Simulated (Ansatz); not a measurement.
# Zn2Bi: relaxing a made-up structure, part 2 of 2

This structure for Zn2Bi is made up. Its elements were placed in a known structure type with a cell scaled to their sizes. What cell does the guess relax to, and how far off was it?

Ansatz 0.2.0; DFT, PBEsol, plane-wave PAW, files of the set soft_1, scalar-relativistic, no spin, cell and ions relaxed at zero pressure; PAW set soft_1 (the session's first sound run).

So far: The starting structure; Relaxing cell and atoms. The relaxed cell has a = 7.794 Å (conventional setting).

**3. Electronic structure of the relaxed cell**

A second self-consistent run takes a narrower smearing and the mesh shown in its input; the bands follow along the standard path of the relaxed lattice.

This step: DFT, PBEsol, plane-wave PAW, files of the set soft_1, scalar-relativistic, no spin, bands and density of states at the relaxed cell; PAW set soft_1 (Ansatz 0.2.0).

The input, input.yaml:

```yaml
crystal:
  lattice:
    - [0.0, 3.8971901854, 3.8971901854]
    - [3.8971901854, 0.0, 3.8971901854]
    - [3.8971901854, 3.8971901854, 0.0]
  atoms:
    - { symbol: Bi, position: [0.25, 0.25, 0.25] }
    - { symbol: Bi, position: [0.0, 0.0, 0.0] }
    - { symbol: Zn, position: [0.625, 0.625, 0.125] }
    - { symbol: Zn, position: [0.625, 0.125, 0.625] }
    - { symbol: Zn, position: [0.125, 0.625, 0.625] }
    - { symbol: Zn, position: [0.625, 0.625, 0.625] }
kpoints:
  mp_grid: { grid: [8, 8, 8] }
  band_path:
    path:
      - [[0.0, 0.0, 0.0], [0.5, 0.0, 0.5], [0.5, 0.25, 0.75], [0.375, 0.375, 0.75], [0.0, 0.0, 0.0], [0.5, 0.5, 0.5], [0.625, 0.25, 0.625], [0.5, 0.25, 0.75], [0.5, 0.5, 0.5], [0.375, 0.375, 0.75]]
      - [[0.625, 0.25, 0.625], [0.5, 0.0, 0.5]]
    npoints: 8
scf:
  occupations: { method: fermi_dirac, width: 0.03 }
  n_extra_bands: 10
hamiltonian:
  xc: pbesol
  pseudopotentials: { kind: paw, azcp: { folder: soft_1 }, xc_functional: pbe }
output:
  forces: true
  stress: true
  write_bands: true
  dos: { projected: true }
  write_density: true
  write_potential: true
  elf: true
  volumetric_format: npy
```

Run with:

```console
ansatz run input.yaml --threads 4 --pin off --max-ram 10240MiB --backend cpu --events-out ev --progress --plain --runs-dir out
```

Numbers of over 12 decimals in the logs are rounded to 6 here.

Output:

```text
[...]
Crystal: 6 atoms, lattice volume = 118.382 Å³
Basis set: ecut = 420 eV, 2277 PW (Γ), exchange–correlation on 80×80×80 points (8 copies of the dense FFT grid, shifted against one another)
Bands: 49, of which v1, the nominal top of the filled ones, is band 39 counted from 1 (38 counted from 0)
Symmetry: 48 space group operations
[...]
k-points: 29 of 512
[...]
SCF iter   1: F=—  HF=-37612.126341 eV  |F-HF|=—  |Δ(HF+E_count)|=         —  Δρ=2.46e-2  dr2=1.74e0  ethr=3.10e-3  ⟨swp⟩=8.6  Hψ=6984  notcnv=0  defer=5
[...]
SCF iter   9: F=-37611.553595 eV  HF=-37611.553595 eV  |F-HF|=1.02e-9  |Δ(HF+E_count)|=   4.79e-8  Δρ=2.24e-6  dr2=4.78e-9  ethr=1.28e-10  ⟨swp⟩=7.8  Hψ=8460  notcnv=0
SCF 1 converged in 9 iterations: F = -37611.553595 eV  dr2 = 4.78e-9
[...]
NSCF: frozen V_eff on 82 k-points
SCF converged after 9 iterations
Free energy (F): -37611.553595 eV
[...]
Internal energy: -37611.542589 eV  (E = F + TS)
E sigma→0 (E₀):  -37611.548092 eV
Entropy (-TS):   -0.011006 eV (-1.834 meV/atom)
Fermi energy:    12.219783 eV
[...]
--- Stress (GPa, compression-positive) ---
        0.076552       0.000000      -0.000000
        0.000000       0.076552      -0.000000
        0.000000       0.000000       0.076552
  P = ⅓ Tr σ = 0.0766 GPa (0.766 kbar)
--- Band table (eV; the first three rows and the last of 29) ---
  k-point 0: bands = [... 35 lower, 9.0705, 9.5081, 9.5081, 9.5081, 10.0535, 12.1044, 12.1044, 12.1044, ... 6 higher]
  k-point 1: bands = [... 35 lower, 8.7267, 9.6507, 9.9207, 9.9207, 10.8437, 11.5040, 11.5040, 12.9111, ... 6 higher]
  k-point 2: bands = [... 35 lower, 8.3764, 9.5823, 10.0117, 10.0117, 11.6077, 11.6077, 12.6906, 14.5378, ... 6 higher]
  k-point 28: bands = [... 35 lower, 8.8243, 9.5962, 9.5962, 13.9932, 13.9932, 14.0484, 14.0484, 14.7951, ... 6 higher]
```

It took 8.3 s on 4 threads of Arm Neoverse V1, shared host; peak memory 0.6 GiB.

Reading the cycles: dr2 is the Hartree energy of the density residual (eV), the measure of convergence; HF is the Harris–Foulkes estimate of the energy, which meets the free energy F at convergence.

Numbers from this step:

```
free energy             : -37611.5536 eV
energy at zero smearing : -37611.5481 eV
smearing term TS        : 0.01101 eV
Fermi energy            : 12.22 eV
pressure                : 0.07655 GPa
```

From bands.tsv, the bands that come nearest the Fermi level along the path, at its corners, in eV from the Fermi level:

```
point  band 35  band 36  band 37  band 38  band 39  band 40  band 41  band 42
    Γ    -3.15    -3.15    -2.71    -2.71    -2.71    -2.17    -0.12    -0.12
    X    -5.42    -5.42    -0.09    -0.09     1.50     1.50     1.74     1.74
    W    -3.40    -3.40    -2.62    -2.62     1.77     1.77     1.83     1.83
    K    -5.14    -3.40    -1.64    -1.31     0.07     0.35     1.86     2.24
    Γ    -3.15    -3.15    -2.71    -2.71    -2.71    -2.17    -0.12    -0.12
    L    -4.13    -4.13    -2.65    -2.65    -0.86     0.26     1.34     1.34
    U    -5.14    -3.40    -1.64    -1.31     0.07     0.35     1.86     2.24
    W    -3.40    -3.40    -2.62    -2.62     1.77     1.77     1.83     1.83
    L    -4.13    -4.13    -2.65    -2.65    -0.86     0.26     1.34     1.34
    K    -5.14    -3.40    -1.64    -1.31     0.07     0.35     1.86     2.24
    U    -5.14    -3.40    -1.64    -1.31     0.07     0.35     1.86     2.24
    X    -5.42    -5.42    -0.09    -0.09     1.50     1.50     1.74     1.74
```

States per cell as run, both spins, in windows of 1 eV, from dos.tsv (zero at the Fermi level):

```
from  to  total
  -8  -7  34.80
  -7  -6   1.60
  -6  -5   1.10
  -5  -4   2.48
  -4  -3   1.93
  -3  -2   2.14
  -2  -1   2.09
  -1   0   2.05
   0   1   2.90
   1   2   3.34
   2   3   2.16
   3   4   3.57
   4   5   2.70
```

A further 30.1 states lie below the table's range.

ELF in the ac plane of a cell with a along [110], b along [-110] and c along [001] of the cube at fractional y = 0.000, with atoms of Bi and Zn within 0.2 Å of it. It is the smooth field of the valence electrons, not physical close to the nuclei.

Ten even steps from '0' (0.00) to '9' (0.41), each cell a mean:
```
8876555665556788876555666555678
7776667887666777777667888766777
7776789999876777776679999976677
7766899668986677766799767997667
6656896336986566655798434897556
6556896336986556555798434897555
7765798669975677765699757996567
9986689999866899997679999976799
7998667887658997899657888756998
3599655665569953479755666557984
4499655665579944379855666568963
4798666776668974599766776667985
9997667777667999998667777767899
9876677777766789986667777766688
6655678888765566665567888765566
6544457887544456654456787644455
6532235775322356543224676422345
6420014664100246530002575200035
6410014663100146530002565200035
7531124664211357642113565311246
8654445665444568754444565444457
```
Columns run along a (11.0 Å), rows up along c (7.8 Å), edges of the conventional cell, whose origin can differ from the input's. Atoms in or near the plane, at fractional coordinates: Bi at (0.25, 0.75), Bi at (0.75, 0.75), Bi at (0.00, 0.50), Bi at (0.50, 0.50), Zn at (0.38, 0.13), Zn at (0.88, 0.13), Zn at (0.13, 0.13), Zn at (0.63, 0.13).

Valence density in the ac plane of a cell with a along [110], b along [-110] and c along [001] of the cube at fractional y = 0.000, with atoms of Bi and Zn within 0.2 Å of it. It is the smooth field of the valence electrons, not physical close to the nuclei.

Values in e/Å³, 11 rows by 16 columns, each cell a mean:
```
 0  0  0  0  0  0  0  0  0  0  0  0  0  0  0  0
 0  0  0  1  2  0  0  0  0  0  0  1  2  0  0  0
 0  0  1  5  6  1  0  0  0  0  1  5  6  1  0  0
 0  0  0  2  3  1  0  0  0  0  0  2  3  1  0  0
 3  1  0  0  0  0  0  2  3  1  0  0  0  0  0  2
 6  1  0  0  0  0  1  5  6  1  0  0  0  0  1  5
 2  0  0  0  0  0  0  1  2  0  0  0  0  0  0  1
 0  0  0  0  0  0  0  0  0  0  0  0  0  0  0  0
 0  1  2  0  0  1  2  0  0  1  2  0  0  1  2  0
 0  9 16  1  0  9 16  1  0  9 16  1  0  9 16  1
 0  1  2  0  0  1  2  0  0  1  2  0  0  1  2  0
```
Columns run along a (11.0 Å), rows up along c (7.8 Å), edges of the conventional cell, whose origin can differ from the input's. Atoms in or near the plane, at fractional coordinates: Bi at (0.25, 0.75), Bi at (0.75, 0.75), Bi at (0.00, 0.50), Bi at (0.50, 0.50), Zn at (0.38, 0.13), Zn at (0.88, 0.13), Zn at (0.13, 0.13), Zn at (0.63, 0.13).

Electrostatic potential energy in the ac plane of a cell with a along [110], b along [-110] and c along [001] of the cube at fractional y = 0.000, with atoms of Bi and Zn within 0.2 Å of it. With pseudopotentials it is smooth inside the atoms' cores, unlike the true potential.

Ten even steps from '_' (-49 eV) to '@' (14 eV), each cell a mean:
```
@@@@@@@@@@@@@@@@@@@@@@@@@@@@@@@@@@@@@@@@@@@@@@@@@@@@@@@@@@@@@@
@@@@@@@@@@@@@@@@@@@@@@@@@@@@@@@@@@@@@@@@@@@@@@@@@@@@@@@@@@@@@@
@@@@@@@@@@%%##++++##%%@@@@@@@@@@@@@@@@@@@@%%**++**%%@@@@@@@@@@
@@@@@@@@@@##--....--##@@@@@@@@@@@@@@@@@@%%++::..::++%%@@@@@@@@
@@@@@@@@%%++..____..++%%@@@@@@@@@@@@@@@@##--______--##@@@@@@@@
@@@@@@@@%%++..____..++%%@@@@@@@@@@@@@@@@##--______--##@@@@@@@@
@@@@@@@@@@##--....--##@@@@@@@@@@@@@@@@@@%%++::..::++%%@@@@@@@@
**##@@@@@@%%##++++##%%@@@@%%##**##%%@@@@@@%%**++**%%@@@@@@%%##
::==##@@@@@@@@@@@@@@@@@@@@**--::--++%%@@@@@@@@%%@@@@@@@@%%++--
__..==%%@@@@@@@@@@@@@@@@%%==..____::**@@@@@@@@@@@@@@@@@@**::__
__..==%%@@@@@@@@@@@@@@@@%%==..____::**@@@@@@@@@@@@@@@@@@**::__
..::++%%@@@@@@@@@@@@@@@@%%++::....--##@@@@@@@@@@@@@@@@@@##--..
==++%%@@@@@@@@@@@@@@@@@@@@%%++====##%%@@@@@@@@@@@@@@@@@@%%**==
%%%%@@@@@@@@@@@@@@@@@@@@@@@@%%%%%%@@@@@@@@@@@@@@@@@@@@@@@@@@%%
@@@@@@@@@@@@@@@@@@@@@@@@@@@@@@@@@@@@@@@@@@@@@@@@@@@@@@@@@@@@@@
@@@@@@%%%%@@@@@@@@@@@@%%%%@@@@@@@@@@%%%%%%@@@@@@@@@@%%%%%%@@@@
@@@@**----++%%@@@@%%++----**@@@@@@%%==--==##@@@@@@##==--==%%@@
@@%%--____::##@@@@##::____--%%@@@@++..____==%%@@%%==____..++@@
@@##::____..**@@@@**..____::##@@@@++______==%%@@%%==______++@@
@@%%++::..==%%@@@@%%==..::++%%@@@@##--..::**@@@@@@**::..--##@@
@@@@%%####%%@@@@@@@@%%####%%@@@@@@@@%%####@@@@@@@@@@####%%@@@@
```
Columns run along a (11.0 Å; values clipped at the 3rd and 97th percentile), rows up along c (7.8 Å), edges of the conventional cell, whose origin can differ from the input's. Atoms in or near the plane, at fractional coordinates: Bi at (0.25, 0.75), Bi at (0.75, 0.75), Bi at (0.00, 0.50), Bi at (0.50, 0.50), Zn at (0.38, 0.13), Zn at (0.88, 0.13), Zn at (0.13, 0.13), Zn at (0.63, 0.13).

**4. What came out**

| Item | Value |
| --- | --- |
| space group, relaxed | Fd-3m |
| conventional cell | a = 7.794, b = 7.794, c = 7.794 Å; α = 90.0°, β = 90.0°, γ = 90.0° |
| volume per atom | 19.73 Å³ (guess 18.46) |

What this shows: Zn2Bi relaxes to Fd-3m with a = 7.794, b = 7.794 and c = 7.794 Å. The guessed volume was 6 % too small. The space group Fd-3m was held in the relaxation, so the end point is a stationary structure within it and may be a saddle against distortions or other arrangements. Bands cross the Fermi level, so it is a metal or semimetal at this level. On the 8×8×8 mesh with the narrower smearing (relaxed on 6×6×6) the forces vanish, as symmetry may demand, and the largest stress component is 0.077 GPa, against the relaxation's thresholds of 0.015 eV/Å and 0.05 GPa. The cutoff wasn't tested. Spin-orbit coupling is left out, which can matter for elements this heavy. No dispersion term is used, so weakly bound directions may come out too long. Nothing here tests whether the compound is stable against decomposition.

[Logs are printed without paths, hosts, clocks, repeated set-up lines and the standing remarks that a program may print on its own settings, such as how far it seeks lower states.]

[Hosts, paths, dates, database ids (printed as entryN), source tags and the programs' standing remarks are cut or masked in the printed files.]
